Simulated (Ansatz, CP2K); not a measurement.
# CP2K runs on twisted h-AlN/h-SiC alternating trilayer, 27.80° (78 atoms)

Aim: run twisted h-AlN/h-SiC alternating trilayer, 27.80° (78 atoms) in CP2K and see how near its forces come to a plane-wave reference, and at what cost.

Calculated with CP2K 2026.2; the method is named at each step.

## (1) The structure

The cell holds 78 atoms: 26 Al, 26 N, 13 Si and 13 C. Cell: a = 11.231 Å, b = 11.231 Å, c = 20.350 Å, α = 90.0°, β = 90.0°, γ = 120.0°. H-AlN (a = 3.13 Å) under h-SiC (a = 3.1 Å), alternating trilayer, commensurate cell of 13 unit cells a layer, twist 27.80 deg, both strained to the mean lattice constant; facing planes 3.16, 3.19 Å apart; 14 Å of vacuum; layers as built, displaced by a Gaussian of 0.01 Å. Then every atom was moved at random, 0.05 Å r.m.s. a Cartesian component. Regions: layer 1, 26 atoms (13 Al and 13 N); layer 2, 26 atoms (13 Si and 13 C); layer 3, 26 atoms (13 Al and 13 N). Vacuum lies along c.

The yardstick, on the same geometry:

| Quantity | Value |
| --- | --- |
| method | Kohn-Sham DFT, PBE, PAW, plane waves (Ansatz 0.2.0); cutoff 420 eV, Γ point, fermi-dirac smearing of 0.05 eV; PAW set soft_2 |
| r.m.s. force component | 1.979 eV/Å |
| longest force | 8.749 eV/Å |
| gap (highest filled to lowest empty level) | 1.33 eV |
| SCF cycles | 9 |
| time | 21 s on 4 threads of Arm Neoverse V1, shared host |
| CPU time | 81 s |

## (2) PBE, DZVP-MOLOPT-SR, 600/50 Ry, OT CG

Method: Kohn-Sham DFT, PBE, GTH-PBE pseudopotentials, Gaussian and plane waves, DZVP-MOLOPT-SR-GTH, orbital transformation.

Input file input.inp:

```
&GLOBAL
  PROJECT cell
  RUN_TYPE ENERGY_FORCE
  PRINT_LEVEL LOW
&END GLOBAL
&FORCE_EVAL
  METHOD QS
  &DFT
    BASIS_SET_FILE_NAME BASIS_MOLOPT
    POTENTIAL_FILE_NAME GTH_POTENTIALS
    &MGRID
      CUTOFF 600
      REL_CUTOFF 50
      NGRIDS 5
    &END MGRID
    &QS
      EPS_DEFAULT 1.0E-12
    &END QS
    &SCF
      SCF_GUESS ATOMIC
      EPS_SCF 1.0E-06
      MAX_SCF 30
      &OT
        MINIMIZER CG
        PRECONDITIONER FULL_ALL
        ENERGY_GAP 0.001
      &END OT
      &OUTER_SCF
        EPS_SCF 1.0E-06
        MAX_SCF 8
      &END OUTER_SCF
      &PRINT
        &RESTART OFF
        &END RESTART
      &END PRINT
    &END SCF
    &XC
      &XC_FUNCTIONAL PBE
      &END XC_FUNCTIONAL
    &END XC
    &PRINT
      &MULLIKEN ON
      &END MULLIKEN
      &HIRSHFELD ON
        SHAPE_FUNCTION DENSITY
      &END HIRSHFELD
      &MO_CUBES
        NHOMO 1
        NLUMO 4
        WRITE_CUBE F
      &END MO_CUBES
    &END PRINT
  &END DFT
  &SUBSYS
    &CELL
      A 11.23130 0.00000 0.00000
      B -5.61565 9.72659 0.00000
      C 0.00000 0.00000 20.35000
    &END CELL
    &COORD
      SCALED
      Al 0.13297 0.18336 0.34837
      N 0.17942 0.05252 0.34436
      Al 0.20357 0.48949 0.34388
      N 0.24612 0.35938 0.34374
      Al 0.28644 0.79354 0.34052
      N 0.33687 0.67039 0.34441
      Al 0.36836 0.11102 0.34539
      N 0.41000 0.98030 0.34372
      Al 0.43534 0.40630 0.34673
      N 0.48020 0.27518 0.34693
      Al 0.50479 0.70787 0.34777
      N 0.56696 0.59744 0.34628
      Al 0.58920 0.01990 0.34910
      N 0.64982 0.89811 0.34397
      Al 0.67104 0.33433 0.34464
      N 0.71208 0.20852 0.34325
      Al 0.74014 0.63600 0.34331
      N 0.79180 0.51452 0.34555
      Al 0.82315 0.94673 0.34224
      N 0.87147 0.82869 0.34658
      Al 0.90336 0.25188 0.34616
      N 0.95365 0.12485 0.34002
      Al 0.96944 0.56960 0.34306
      N 0.02199 0.43681 0.34547
      Al 0.04766 0.87390 0.34307
      N 0.10899 0.74387 0.34270
      Si 0.73920 0.10215 0.49675
      C 0.80371 0.29028 0.49952
      Si 0.66826 0.33320 0.49380
      C 0.70942 0.50881 0.49497
      Si 0.42360 0.01831 0.49895
      C 0.47144 0.20388 0.50413
      Si 0.58255 0.56426 0.50020
      C 0.65210 0.75436 0.49938
      Si 0.36135 0.25430 0.50269
      C 0.40769 0.43918 0.49818
      Si 0.13002 0.95021 0.50228
      C 0.17379 0.12165 0.50081
      Si 0.51875 0.79501 0.50108
      C 0.56322 0.97092 0.49782
      Si 0.28737 0.49370 0.49815
      C 0.32777 0.67118 0.50018
      Si 0.05388 0.17914 0.50158
      C 0.09306 0.35768 0.49627
      Si 0.81339 0.86331 0.50212
      C 0.86792 0.04596 0.49606
      Si 0.20867 0.72416 0.49931
      C 0.25468 0.89178 0.50102
      Si 0.96999 0.41621 0.49913
      C 0.01045 0.58302 0.49833
      Si 0.89631 0.63679 0.50087
      C 0.95582 0.82774 0.49697
      Al 0.12896 0.18524 0.65450
      N 0.17597 0.04976 0.65773
      Al 0.19581 0.48193 0.65873
      N 0.25180 0.35787 0.65453
[... 18 atom lines left out ...]
      Al 0.97960 0.57155 0.65495
      N 0.02476 0.42938 0.65710
      Al 0.04150 0.86592 0.65816
      N 0.11493 0.74658 0.65693
    &END COORD
    &KIND Al
      BASIS_SET DZVP-MOLOPT-SR-GTH-q3
      POTENTIAL GTH-PBE-q3
    &END KIND
    &KIND N
      BASIS_SET DZVP-MOLOPT-SR-GTH-q5
      POTENTIAL GTH-PBE-q5
    &END KIND
    &KIND Si
      BASIS_SET DZVP-MOLOPT-SR-GTH-q4
      POTENTIAL GTH-PBE-q4
    &END KIND
    &KIND C
      BASIS_SET DZVP-MOLOPT-SR-GTH-q4
      POTENTIAL GTH-PBE-q4
    &END KIND
  &END SUBSYS
  &PRINT
    &FORCES ON
    &END FORCES
  &END PRINT
&END FORCE_EVAL
```

Run with:

```bash
> OMP_NUM_THREADS=2 cp2k.psmp -i input.inp > output.txt
```

Log:

```text
CP2K| version string:                                       CP2K version 2026.2
 CP2K| Input file name                                                 input.inp
 GLOBAL| Basis set file name                                        BASIS_MOLOPT
 GLOBAL| Potential file name                                      GTH_POTENTIALS
 GLOBAL| Run type                                                   ENERGY_FORCE
 GLOBAL| Total number of message passing processes                             1
 GLOBAL| Number of threads for this process                                    2
 TOTAL NUMBERS AND MAXIMUM NUMBERS
  Total number of            - Atomic kinds:                                   4
                             - Atoms:                                         78
                             - Shell sets:                                    78
                             - Shells:                                       390
                             - Primitive Cartesian functions:                351
                             - Cartesian basis functions:                   1092
                             - Spherical basis functions:                   1014
  Maximum angular momentum of- Orbital basis functions:                        2
                             - Local part of the GTH pseudopotential:          2
                             - Non-local part of the GTH pseudopotential:      2
 SCF PARAMETERS         Density guess:                                    ATOMIC
                        max_scf:                                              30
                        eps_scf:                                        1.00E-06
                        Outer loop SCF in use
                        eps_scf                                         1.00E-06
                        max_scf                                                8
 Extrapolation method: initial_guess
 Number of electrons:                                                        312
[... lines left out ...]
  Step     Update method      Time    Convergence         Total energy    Change
[... lines left out ...]
  Total energy:                                              -438.787798
  outer SCF iter =    1 RMS gradient =   0.16E-03 energy =       -438.7877981582
  ----------------------------------- OT ---------------------------------------
  Minimizer      : CG                  : conjugate gradient
  Preconditioner : FULL_ALL            : diagonalization, state selective
  Precond_solver : DEFAULT
  Line search    : 2PNT                : 2 energies, one gradient
  stepsize       :    0.15000000                  energy_gap     :    0.00100000
  eps_taylor     :   0.10000E-15                  max_taylor     :             4
  ----------------------------------- OT ---------------------------------------
  Step     Update method      Time    Convergence         Total energy    Change
[...]
- OT LS       0.81E-01    5.9                     -438.7902164842
     6 OT CG       0.81E-01   11.4     0.00000144      -438.7902164956 -9.78E-08
     - OT LS       0.93E-01    6.0                     -438.7902165105
     7 OT CG       0.93E-01   12.5     0.00000051      -438.7902165108 -1.52E-08
  *** SCF run converged in     7 steps ***
  Electronic density on regular grids:       -311.9999999999        0.0000000001
  Core density on regular grids:              311.9999999996       -0.0000000004
  Total charge density on r-space grids:       -0.0000000003
  Total charge density g-space grids:          -0.0000000003
  Overlap energy of the core charge distribution:               1.15123e-06
  Self energy of the core charge distribution:              -1099.514386
  Core Hamiltonian energy:                                    306.505505
  Hartree energy:                                             481.315034
  Exchange-correlation energy:                               -127.096371
  Total energy:                                              -438.790217
  outer SCF iter =    2 RMS gradient =   0.51E-06 energy =       -438.7902165108
  outer SCF loop converged in   2 iterations or   72 steps
 !-----------------------------------------------------------------------------!
                     Mulliken Population Analysis
 #  Atom  Element  Kind  Atomic population                           Net charge
       1     Al       1          2.398170                              0.601830
       2     N        2          5.675843                             -0.675843
       3     Al       1          2.334281                              0.665719
[...]
77     Al       1          2.359412                              0.640588
      78     N        2          5.476248                             -0.476248
 # Total charge                            312.000000                  0.000000
 !-----------------------------------------------------------------------------!
 !-----------------------------------------------------------------------------!
                           Hirshfeld Charges
  #Atom  Element  Kind  Ref Charge     Population                    Net charge
      1       Al     1       3.000          2.583                         0.417
      2       N      2       5.000          5.467                        -0.467
      3       Al     1       3.000          2.558                         0.442
[...]
77       Al     1       3.000          2.551                         0.449
     78       N      2       5.000          5.474                        -0.474
  Total Charge                                                           -0.000
 !-----------------------------------------------------------------------------!
  Eigenvalues of the occupied subspace spin            1
      -0.55193626     -0.54655057     -0.53223779     -0.52949904
      -0.52791883     -0.52756679     -0.52677450     -0.52361476
      -0.52046903     -0.51777697     -0.51609904     -0.51569733
[...]
-0.02977464     -0.01899086     -0.01539613     -0.00851514
 Fermi Energy [eV] :   -0.231709
  Using OT eigensolver for additional unoccupied orbitals spin            1
  Lowest Eigenvalues of the unoccupied subspace spin            1
 WARNING : did not converge in ot_eigensolver
 number of iterations          299  exceeded maximum
 current gradient / target gradient   1.377662E-005  /    1.000000E-005
       0.03846535      0.05262830      0.05446779      0.06895061
 HOMO - LUMO gap [eV] :    1.278404
 ENERGY| Total FORCE_EVAL ( QS ) energy [hartree]           -438.790217
 FORCES| Atomic forces [hartree/bohr]
 FORCES|   Atom     x               y               z               |f|
 FORCES|      1 -6.27041157E-03 -2.82223629E-02 -6.45663670E-03   2.96227613E-02
 FORCES|      2  2.64407327E-02  2.77094247E-03 -1.76721115E-03   2.66442021E-02
 FORCES|      3 -2.11924772E-02  9.38885503E-03  1.61619909E-03   2.32353994E-02
[...]
FORCES|     77  8.06772977E-02  2.93987423E-02 -4.59166998E-03   8.59895101E-02
 FORCES|     78 -1.29561224E-01 -1.80617313E-02  6.83886534E-03   1.30992775E-01
 FORCES| Sum    -3.22988724E-05 -3.16442167E-05 -1.89945015E-05
 FORCES| Total atomic force                                       4.90445175E-05
```

Wall time 12 min (2 threads of Arm Neoverse V1, shared host); peak memory 3.4 GiB.

Banners and routine set-up lines are dropped from the logs; longer cuts are marked.

The solver for the empty levels stopped short of its threshold, so the gap is rough; its iterations count in the time.

Compared with the plane-wave run:

```yaml
r_m_s_force_component: 1.958 eV/Å
r_m_s_difference_of_force_components: 34.46 meV/Å
longest_difference_of_force_vectors: 181.9 meV/Å
force_difference_over_r_m_s_force: 1.741 %
slope_of_forces_against_the_reference_s: 0.989
correlation_of_force_components: 0.9999
spacing_of_highest_filled_and_lowest_empty_level: 1.278 eV
gap_difference: -0.052 eV
```

Length of the force difference by element (eV/Å):

```
element  atoms   mean   most
     Al     26  0.060   0.18
      C     13  0.033  0.058
      N     26  0.052   0.13
     Si     13  0.050  0.085
```

A closer look about C32, which bears the longest force: 9 atoms, nearest first, numbered in the order of the input, with positions taken from that point.

```
atom      x      y      z  distance (Å)  bonds  Hirshfeld charge (e)     Fx     Fy  Fz (eV/Å)
 C32   0.00   0.00   0.00          0.00      3                 -0.31   8.35  -2.38      -0.56
Si35  -1.52   0.49  -0.03          1.60      3                  0.36  -6.99   1.84      -0.36
Si31   0.50  -1.80  -0.11          1.88      3                  0.38   2.45   2.16       0.26
Si29   1.48   1.26  -0.21          1.96      3                  0.37  -1.31  -0.95       0.82
 C38  -2.88  -0.80  -0.07          2.99      3                 -0.30   0.90   3.21       0.17
 C36  -2.04   2.29  -0.12          3.07      3                 -0.31   1.06  -1.54       0.14
 C48  -0.68  -3.04  -0.06          3.11      3                 -0.33  -2.42   1.39       0.12
 C30   0.96   2.97  -0.19          3.12      3                 -0.30  -0.08   1.12       0.31
 N62  -0.24   0.78   3.11          3.22      3                 -0.47  -0.25  -1.29       0.33
```

Forces lie 1.7 % from the reference's, at 16 times its CPU time (on 2 against 4 cores); the SCF took 72 steps, which the time reflects.

(Part 1 of 2 ends here.)

[Long decimals in the printed logs are rounded to 6 places.]

[Also dropped from logs without a mark: lines with file paths, logging warnings of Python, QE's lines on negative density and diagonalisation, SIESTA's first energy breakdown, zero terms and Voronoi charges.]

[Logs are printed without paths, hosts, clocks, repeated set-up lines and the standing remarks that a program may print on its own settings, such as how far it seeks lower states.]

[Hosts, paths, dates, database ids (printed as entryN), source tags and the programs' standing remarks are cut or masked in the printed files.]

[Most failed runs of this program on this cell are left out, timed-out ones always.]
